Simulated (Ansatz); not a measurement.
# Be2Al (built on the sites of a database entry of Be2B): from the cell to its phonons, part 2 of 2

Aim: the vibrations of Be2Al (built on the sites of a database entry of Be2B), their spectra, and whether the structure is stable.

Ansatz 0.2.0; DFT PBEsol, scalar-relativistic, plane waves, PAW.

So far. Step 4 (Tight relaxation): The forces vanish by symmetry and the pressure is -0.006 GPa, within the tolerances set. The cell now holds 13.49 Å³/atom. Step 5 (Modes at Γ): Before it was imposed, the acoustic sum rule was missed by 2.0e-5 eV/Å². Small misses are needed for a sound result but don't prove that mesh and cutoff are converged. The lowest optical mode is real, 279 cm⁻¹. The relaxed cell has a = 5.450 Å (conventional setting).

The structure was built from a prototype and need not be the compound's stable phase.

### Step 6. Phonons on a q mesh

Stability and thermal properties need the whole zone. Linear response on a 4×4×4 q mesh gives force constants as far as a supercell of that size would.

Input file input.yaml:

```yaml
crystal:
  lattice:
    - [0.0, 2.72517104, 2.72517104]
    - [2.72517104, 0.0, 2.72517104]
    - [2.72517104, 2.72517104, 0.0]
  atoms:
    - { symbol: Be, position: [0.25, 0.25, 0.25] }
    - { symbol: Be, position: [0.75, 0.75, 0.75] }
    - { symbol: Al, position: [0.0, 0.0, 0.0] }
kpoints:
  mp_grid: { grid: [12, 12, 12] }
hamiltonian:
  xc: pbesol
scf:
  occupations: { method: methfessel_paxton, width: 0.15 }
output:
  eigenvalues: true
phonons:
  method: dfpt
  qmesh: [4, 4, 4]
  temperatures: { t_max: 1000, t_step: 50 }
  qpath:
    path:
      - [[0.0, 0.0, 0.0], [0.5, 0.0, 0.5], [0.625, 0.25, 0.625]]
      - [[0.375, 0.375, 0.75], [0.0, 0.0, 0.0], [0.5, 0.5, 0.5], [0.5, 0.25, 0.75], [0.5, 0.0, 0.5]]
    npoints: 10
```

The run is started by

```bash
> ansatz run input.yaml --threads 4 --pin off --max-ram 7168MiB --backend cpu --events-out ev --progress --plain --runs-dir out
```

Numbers of over 12 decimals in the logs are rounded to 6 here.

Log:

```text
[...]
Crystal: 3 atoms, lattice volume = 40.477 Å³
Basis set: ecut = 420 eV, 749 PW (Γ), exchange–correlation on 54×54×54 points (8 copies of the dense FFT grid, shifted against one another)
Bands: 8, of which v1, the nominal top of the filled ones, is band 4 counted from 1 (3 counted from 0)
Symmetry: 48 space group operations
k-points: 72 of 1728
[...]
SCF iter   1: F=—  HF=-703.452480 eV  |F-HF|=—  |Δ(HF+E_count)|=         —  Δρ=2.22e-3  dr2=3.03e-3  ethr=1.77e-3  ⟨swp⟩=5.1  Hψ=4685  notcnv=0
[...]
SCF iter   6: F=-703.451742 eV  HF=-703.451742 eV  |F-HF|=5.34e-12  |Δ(HF+E_count)|=  3.37e-10  S|Δr|=    0.00e0  Δρ=1.29e-7  dr2=4.12e-12  ethr=1.00e-12  ⟨swp⟩=5.0  Hψ=2620  notcnv=0
SCF 1 converged in 6 iterations: F = -703.451742 eV  dr2 = 4.12e-12
[...]
phonons: the bands overlap, so this run is a metal and interpolates without the dipole-dipole term. If the crystal is really an insulator or semiconductor, its LO-TO splitting is missing
NSCF: frozen V_eff on 72 k-points
WARN: eigensolver did not converge in 8 slots of this pass, the one above among them; of largest residual over every band (k=15): 1 band(s) unlocked (lowest unlocked band 7, counted from 0; max residual 1.32e-2 eV among the unlocked bands, 1.32e-2 eV over every band); of lowest unlocked band (k=1): band 7
[...]
DFPT response loops at q = (0, 0, 0) (fractional): preconditioner auto → Kerker (q_TF=auto, 2.036 Å⁻¹) (partly filled bands, converged f_vac=0.000); β = 1.00, the filter's whole step (`scf.mixing.beta` (0.50) is not read by the response loops under this deck's `scf.mixing.preconditioner`; to damp them name `kerker` or `kerker_dos`, under which they read `scf.mixing.beta`, and type it under 1.00, their step now; both keys bind the ground state too); Broyden in place of MSR1
[...]
SCF converged after 6 iterations
[...]
Free energy (F): -703.451742 eV
[...]
Internal energy: -703.451450 eV  (E = F + TS)
E sigma→0 (E₀):  -703.451669 eV
Entropy (-TS):   -0.000293 eV (-0.098 meV/atom)
Fermi energy:    5.104935 eV
[...]
--- Band table (eV; the first three rows and the last of 72) ---
[...]
--- Phonons (Γ-DFPT): 2 representative perturbations + reference (Σ response iterations 6) ---
  ASR residual: 1.998e-5 → 0.000e0 eV/Å²; symmetrization residual: 5.509e-9 eV/Å²
  ASR residual per site (eV/Å²): 2.00e-5 2.00e-5 4.42e-6
  Γ frequencies (cm⁻¹): 0.00 0.00 0.00 278.96 278.96 278.96 483.56 483.56 483.56
--- Phonons (arbitrary-q DFPT): 8 irreducible q on the 4×4×4 mesh ---
  q = [0.0000, 0.0000, 0.0000] (star 1, of the zone-centre solve; hermiticity 1.19e-9, symmetrization 1.82e-15): 0.00 0.00 0.00 278.96 278.96 278.96 483.56 483.56 483.56
  q = [0.0000, 0.0000, 0.2500] (star 8, 2 solved perturbations on 936 of 1728 k-point pairs; hermiticity 9.72e-9, symmetrization 4.08e-15): -72.35 -72.35 96.77 286.49 286.49 353.15 430.25 481.86 481.86
[...]
q = [0.0000, 0.2500, 0.2500] (star 6, 4 solved perturbations in 1608 linear systems a pass and spin channel, the states on 510 of 1728 k-point pairs; hermiticity 2.39e-8, symmetrization 2.49e-15): -122.77 -122.77 171.35 327.12 327.12 360.77 413.29 478.00 478.00
[...]
sum rule: each row above includes the acoustic sum rule's correction from the zone centre's row sums; it moved no ω² by more than (0.78 cm⁻¹)²
  mesh force constants: q→R imaginary residual 4.66e-18; ASR residual 1.998e-5 → 0.000e0 eV/Å²; symmetrization residual 5.329e-15 eV/Å²
  interpolated dispersion: 62 rows × 9 modes
  density of states and harmonic sums: on the 20×20×20 q-mesh, interpolated from the force constants of a 4×4×4 supercell (no non-analytic term)
  largest difference from the sums on the solved wave vectors: F 4.68e-2 eV, S 6.13e-5 and C_V 1.59e-5 eV/K
  zero-point energy: 0.164052 eV/cell   skipped modes (ω ≤ 0): 464, of them read as no rigid motion or as one in doubt: 461 (1.753e0 modes/cell left out, lowest -206.22 cm⁻¹)   left out of the sums: 1.95e-1 of the cell's modes: C_V's classical limit lies that fraction below 3 k_B per atom; for a crystal, a wire or a layer, F and S can be off by more, and a phonons.interpolated_qmesh denser along its periods is the remedy for the sampling
```

The job ended after 97 s (4 threads of Arm Neoverse V1, shared host; peak memory 1.4 GiB; 6.2 min of CPU time).

This step gave:

- sum-rule residual before enforcement: 2.00e-5 eV/Å²
- lowest frequency on the path: -206.2 cm⁻¹
- highest frequency on the path or at a solved wavevector: 486.4 cm⁻¹
- lowest mode on the q mesh (acoustic modes at Γ apart): -206.2 cm⁻¹

Frequencies (cm⁻¹) solved at each irreducible wavevector; negative means imaginary. Frequencies by wavevector, by row:

| q in reciprocal lattice units | star | mode 1 | mode 2 | mode 3 | mode 4 | mode 5 | mode 6 | mode 7 | mode 8 | mode 9 |
| --- | --- | --- | --- | --- | --- | --- | --- | --- | --- | --- |
| 0 0 0 | 1 | 0 | 0 | 0 | 279 | 279 | 279 | 483.6 | 483.6 | 483.6 |
| 0 0 0.25 | 8 | -72.3 | -72.3 | 96.8 | 286.5 | 286.5 | 353.1 | 430.2 | 481.9 | 481.9 |
| 0 0 -0.5 | 4 | -112.6 | -112.6 | 208.3 | 339.3 | 339.3 | 397.7 | 462.1 | 472.3 | 472.3 |
| 0 0.25 0.25 | 6 | -122.8 | -122.8 | 171.3 | 327.1 | 327.1 | 360.8 | 413.3 | 478 | 478 |
| 0 0.25 -0.5 | 24 | -145.7 | -110 | 192.1 | 355.1 | 366.5 | 402.9 | 451 | 468.7 | 475 |
| 0 0.25 -0.25 | 12 | -96.2 | -76 | 137 | 320.7 | 362.1 | 416 | 416.7 | 477.3 | 482.1 |
| 0 -0.5 -0.5 | 3 | -173.1 | -173.1 | 254.6 | 288 | 398.1 | 398.1 | 451.2 | 451.2 | 464.7 |
| 0.25 -0.5 -0.25 | 6 | -206.2 | 144.9 | 144.9 | 328.5 | 419.2 | 448.7 | 448.7 | 452.1 | 455.3 |

Interpolated from a 4×4×4 q mesh. The phonon branches at the labelled points (cm⁻¹):

| point | branch 1 | branch 2 | branch 3 | branch 4 | branch 5 | branch 6 | branch 7 | branch 8 | branch 9 |
| --- | --- | --- | --- | --- | --- | --- | --- | --- | --- |
| Γ | 0 | 0 | 0 | 279 | 279 | 279 | 484 | 484 | 484 |
| halfway | -123 | -123 | 171 | 327 | 327 | 361 | 413 | 478 | 478 |
| X | -173 | -173 | 255 | 288 | 398 | 398 | 451 | 451 | 465 |
| halfway | -172 | -169 | 270 | 280 | 393 | 419 | 450 | 455 | 464 |
| U | -154 | -146 | 236 | 317 | 378 | 448 | 450 | 462 | 464 |
| jump to K | -154 | -146 | 236 | 317 | 378 | 448 | 450 | 462 | 464 |
| halfway | -68 | -63 | 62 | 291 | 344 | 372 | 416 | 474 | 486 |
| Γ | 0 | 0 | 0 | 279 | 279 | 279 | 484 | 484 | 484 |
| halfway | -72 | -72 | 97 | 286 | 286 | 353 | 430 | 482 | 482 |
| L | -113 | -113 | 208 | 339 | 339 | 398 | 462 | 472 | 472 |
| halfway | -148 | 91 | 150 | 349 | 376 | 398 | 464 | 471 | 475 |
| W | -206 | 145 | 145 | 328 | 419 | 449 | 449 | 452 | 455 |
| halfway | -194 | -128 | 250 | 297 | 407 | 421 | 452 | 455 | 462 |
| X | -173 | -173 | 255 | 288 | 398 | 398 | 451 | 451 | 465 |

The phonon branches as a text plot (rows in cm⁻¹):

```
    472 |*************************************************  *****
    443 |   ***   ***********    ***      *** **         ********
    414 |      * *    **     ****            *         *********
    385 |       * *********     *            ************      **
    357 |      ***         ******           *     ******
    328 |    ***  **      ** **  *         *   ****     *****
    299 |  ****     *** **     ** ***    ** ***              ** *
    270 |***          ***        ***********                  ***
    241 |         ****   **                                  *
    212 |       **         *                    ***         *
    183 |      *            *                  *   **      *
    155 |                    **               *      ******
    126 |    **                              *         **
     97 |   *                  *            *         *    *
     68 |  *                    * ***    ***
     39 | *                          *  *            *
     10 |*                            **
    -19 | *                      *  **  **
    -47 |  *                     ***      **        *       *
    -76 |   *               *****           **
   -105 |    **            * **               ******         *
   -134 |      **         ***                       **        *
   -163 |        **********                           **       **
   -192 |                                               ********
         Γ           X  U|K            Γ         L        W     X
```

Tetrahedra on a 20×20×20 mesh, mean over bins of 10 cm-1. Interpolated from a 4×4×4 q mesh. Phonon density of states against wavenumber; read off at these points:

| wavenumber (cm⁻¹) | phonon density of states (1/cm⁻¹/cell) |
| --- | --- |
| -205 | 9.7e-4 |
| -185 | 0.00633 |
| -165 | 0.0116 |
| -145 | 0.0132 |
| -135 | 0.0135 |
| -115 | 0.0139 |
| -95 | 0.00913 |
| -75 | 0.00815 |
| -55 | 0.00957 |
| -35 | 0.00532 |
| -15 | 0.00311 |
| 5 | 0.00214 |
| 15 | 0.00203 |
| 35 | 0.0021 |
| 55 | 0.00243 |
| 75 | 0.00482 |
| 95 | 0.00517 |
| 115 | 0.0056 |
| 135 | 0.0055 |
| 145 | 0.00793 |
| 165 | 0.0106 |
| 185 | 0.00688 |
| 205 | 0.00479 |
| 225 | 0.00363 |
| 245 | 0.00252 |
| 265 | 8.1e-4 |
| 275 | 0.00519 |
| 295 | 0.00959 |
| 315 | 0.0134 |
| 335 | 0.0253 |
| 345 | 0.0348 |
| 355 | 0.0237 |
| 375 | 0.0201 |
| 385 | 0.0314 |
| 395 | 0.0258 |
| 415 | 0.0213 |
| 425 | 0.0241 |
| 445 | 0.0228 |
| 465 | 0.0527 |
| 475 | 0.113 |
| 485 | 0.0324 |

The partial phonon density of states has structure finer than the step of the table below, so its rows give means over 25 cm⁻¹, whole bins alone (the curve runs from -214 to 511 cm⁻¹). Peaks (cm⁻¹: height): Al -118.4: 0.00742, 164.3: 0.00823, 474.3: 0.0366; Be 346.7: 0.0291, 474.3: 0.0584.

Phonopy on the run's constants, 17x17x17 mesh, Gaussian sigma 5.2 cm-1. Interpolated from a 4×4×4 q mesh. Table of partial phonon density of states by wavenumber; means over each step; values in 1/cm⁻¹/cell:

| wavenumber (cm⁻¹) | Al | Be |
| --- | --- | --- |
| -200 | 0.00134 | 0.00154 |
| -175 | 0.00439 | 0.00472 |
| -150 | 0.00642 | 0.00638 |
| -125 | 0.00711 | 0.00656 |
| -100 | 0.00556 | 0.00486 |
| -75 | 0.00517 | 0.00433 |
| -50 | 0.00433 | 0.00330 |
| -25 | 0.00201 | 0.00150 |
| 0 | 4.4e-4 | 3.2e-4 |
| 25 | 0.00104 | 8.3e-4 |
| 50 | 0.00172 | 0.00139 |
| 75 | 0.00282 | 0.00220 |
| 100 | 0.00264 | 0.00202 |
| 125 | 0.00383 | 0.00285 |
| 150 | 0.00501 | 0.00334 |
| 175 | 0.00498 | 0.00302 |
| 200 | 0.00359 | 0.00202 |
| 225 | 0.00244 | 0.00133 |
| 250 | 0.00133 | 9.2e-4 |
| 275 | 4.7e-4 | 0.00507 |
| 300 | 8.4e-4 | 0.00968 |
| 325 | 0.00125 | 0.0175 |
| 350 | 0.00166 | 0.0267 |
| 375 | 0.00205 | 0.0226 |
| 400 | 0.00391 | 0.0194 |
| 425 | 0.00611 | 0.0160 |
| 450 | 0.00989 | 0.0242 |
| 475 | 0.0261 | 0.0431 |

Symmetry leaves 8 wavevectors to solve. The lowest mode among them, the acoustic zeros apart, lies at q = (0.25, -0.5, -0.25) and is imaginary, 206.2i cm⁻¹, so the energy falls along it.

### Step 7. What came out

- space group after relaxation (within 0.01 Å): Fm-3m
- volume per atom: 13.5 Å³
- electronic character: no gap on this mesh
- highest optical mode at the zone centre (no LO-TO term): 484 cm⁻¹
- lowest optical zone-centre mode: 279 cm⁻¹
- lowest mode on the q mesh (acoustic modes at Γ apart): -206 cm⁻¹
- highest frequency on the path or at a solved wavevector: 486 cm⁻¹
- imaginary modes on the 4×4×4 q mesh: yes

Modes are clearly imaginary (beyond 10i cm⁻¹) at 7 of the 8 irreducible wavevectors, most at q = (0.25, -0.5, -0.25) (206.2i cm⁻¹), so this structure is not a minimum of the energy. The optical modes at Γ span 279 to 484 cm⁻¹. With no gap, or one that is small against the smearing, the frequencies hang on the k mesh and the smearing, most of all near Kohn anomalies. The phonon runs are without spin polarisation, although the cell has an odd electron count. A phonon run warned that its eigensolver left some bands unconverged in a pass. The starting cell was built on a prototype and not taken from a measurement, so the phase need not exist. These are harmonic frequencies at zero temperature: anharmonic shifts, linewidths and thermal expansion are left out.

[Logs are printed without paths, hosts, clocks, repeated set-up lines and the standing remarks that a program may print on its own settings, such as how far it seeks lower states.]

[Hosts, paths, dates, database ids (printed as entryN), source tags and the programs' standing remarks are cut or masked in the printed files.]
